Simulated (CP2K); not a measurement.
Two runs for the N K edge of isothiazole. Run A: CP2K XAS_TDP, all-electron GAPW, PBEh(45%), aug-cc-pVDZ, TDA, no relativity. Run B differs in one setting.

First lines with a strength over 0.0015. A:

```csv
atom,energy (eV),states,"strength, one atom"
N3 (bonded to C and S),395.34,1,0.0476
,397.74,1,0.0391
,400.35,1,0.0054
,401.68,1,0.0046
,402.31,1,0.0033
```

B:

```csv
atom,energy (eV),states,"strength, one atom"
N3 (bonded to C and S),399.59,1,0.0470
,401.98,1,0.0387
,404.59,1,0.0054
,405.93,1,0.0046
,406.55,1,0.0032
```

Which was it: the basis, GW2X switched on, scalar relativity switched on, the functional?

GW2X switched on. GW2X shifts an atom's lines together and keeps their spacings. Against PBEh(45%) in aug-cc-pVDZ, the leading line moves by +4.25 eV, to 399.59 eV.

[Banner, clock and machine lines of the logs are left out without a mark of their own.]

[Logs are printed without paths, hosts, clocks, repeated set-up lines and the standing remarks that a program may print on its own settings, such as how far it seeks lower states.]

[Hosts, paths, dates, database ids (printed as entryN), source tags and the programs' standing remarks are cut or masked in the printed files.]
